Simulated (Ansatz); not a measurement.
LiH (Fm-3m): refractive index against wavelength

The refractive index of LiH (Fm-3m) below the direct gap (3.02 eV on the mesh) is read from one computed spectrum, n = √(Re ε).

The structure is cubic, space group Fm-3m (No. 225). Conventional cell: a = 4.074 Å, b = 4.074 Å, c = 4.074 Å, α = 90.00°, β = 90.00°, γ = 90.00°. Li on site a is surrounded by 6 H at 2.04 Å. H on site b is surrounded by 6 Li at 2.04 Å.

Method: Ansatz 0.2.0, PBE, independent particles, k-mesh 12×12×12 with interpolation inside its cells, Gaussian parameter 0.15 eV.

Launch of the response step: `ansatz run input.yaml --threads 4 --pin off --max-ram 8192MiB --backend cpu --events-out ev --progress --plain --runs-dir out`. The run took 2 s, on 4 threads of Arm Neoverse V1, with other jobs on the host.

```tsv
wavelength (nm)	photon energy E (eV)	n
2000	0.620	2.0974
1550	0.800	2.1054
1310	0.946	2.1136
1064	1.165	2.1290
850	1.459	2.1566
700	1.771	2.1969
633	1.959	?
```

In the single-oscillator model n² − 1 = E₀E_d/(E₀² − E²), so 1/(n² − 1) = E₀/E_d − E²/(E₀E_d) is linear in E².

Working, on the rows shown:

| x = E² (eV²) | y = 1/(n² − 1) |
| --- | --- |
| 0.384302 | 0.294197 |
| 0.639837 | 0.291315 |
| 0.895757 | 0.288408 |
| 1.35784 | 0.283074 |
| 2.12762 | 0.273903 |
| 3.13716 | 0.261344 |

Means: x̄ = 1.4238, ȳ = 0.28204. Σ(x − x̄)(y − ȳ) = -0.06453, Σ(x − x̄)² = 5.409. Slope = -0.06453 / 5.409 = -0.01193; intercept = ȳ − slope · x̄ = 0.29902. Turned back into n, the line misses the rows shown by at most 0.00086.

Q: Predict the last column of the withheld row from the fit.

A: At x = 3.8364 the line gives y = 0.25326, that is 2.2245. The run gave 2.2283, so the extrapolation is off by 0.0038, 3 % of the range in the table.

Refitted with all rows, the slope is -0.01214 and the intercept 0.29925. These give E₀ = √(intercept/−slope) = 4.96 eV and E_d = E₀/intercept = 16.6 eV; E₀ is 1.6 times the direct gap. The electronic limit at long wavelengths, without lattice vibrations, is n = √(1 + 1/intercept) = 2.084. The cell comes from an older database entry, whose edges can be off by a per cent or so. Excitons are left out and so are local fields; PBE gaps are as a rule too small.

[Logs are printed without paths, hosts, clocks, repeated set-up lines and the standing remarks that a program may print on its own settings, such as how far it seeks lower states.]
